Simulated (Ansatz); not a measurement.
An input for Ansatz 0.2.0 (SiO2 (I-42d)):

```yaml
crystal:
  lattice:
    - [-2.37405, 2.37405, 3.744]
    - [2.37405, -2.37405, 3.744]
    - [2.37405, 2.37405, -3.744]
  atoms:
    - { symbol: Si, position: [0.0, 0.0, 0.0] }
    - { symbol: Si, position: [0.75, 0.25, 0.5] }
    - { symbol: O, position: [0.99838, 0.625, 0.87338] }
    - { symbol: O, position: [0.375, 0.24838, 0.37338] }
    - { symbol: O, position: [0.75162, 0.125, 0.12662] }
    - { symbol: O, position: [0.875, 0.00162, 0.62662] }
kpoints:
  mp_grid: { grid: [8, 8, 8] }
hamiltonian:
  xc: lda
  pseudopotentials: { kind: paw, azcp: { folder: soft_1 }, xc_functional: pbe }
scf:
  occupations: { method: fixed }
  n_extra_bands: 57
output:
  optics: { e_range: [0, 25], de: 0.1, sigma: 0.2 }
```

```sh
ansatz run input.yaml --threads 3 --pin off --max-ram 92160MiB --backend cuda --events-out ev --progress --plain --runs-dir out --devices 1 --max-vram 13GiB
```

Estimate wall time and host memory on 1 × NVIDIA H100 80GB HBM3 (shared by 6 runs) with 3 threads of AMD EPYC 7R13 (Zen 3), shared host.

It took 22 s; on shared hardware allow 11 s to 44 s. Peak host memory was 1.7 GiB.

[Paths, hosts, dates, memory and timing lines, banners, echoed tables and standing remarks are left out of the program output.]

[Logs are printed without paths, hosts, clocks, repeated set-up lines and the standing remarks that a program may print on its own settings, such as how far it seeks lower states.]

[Runs of the session that timed out or met a known fault of the program may be left out.]

[Cells called generated may have been cut or substituted from an entry of the Crystallography Open Database or the Materials Project.]

[Hosts, paths, dates, database ids (printed as entryN), source tags and the programs' standing remarks are cut or masked in the printed files.]
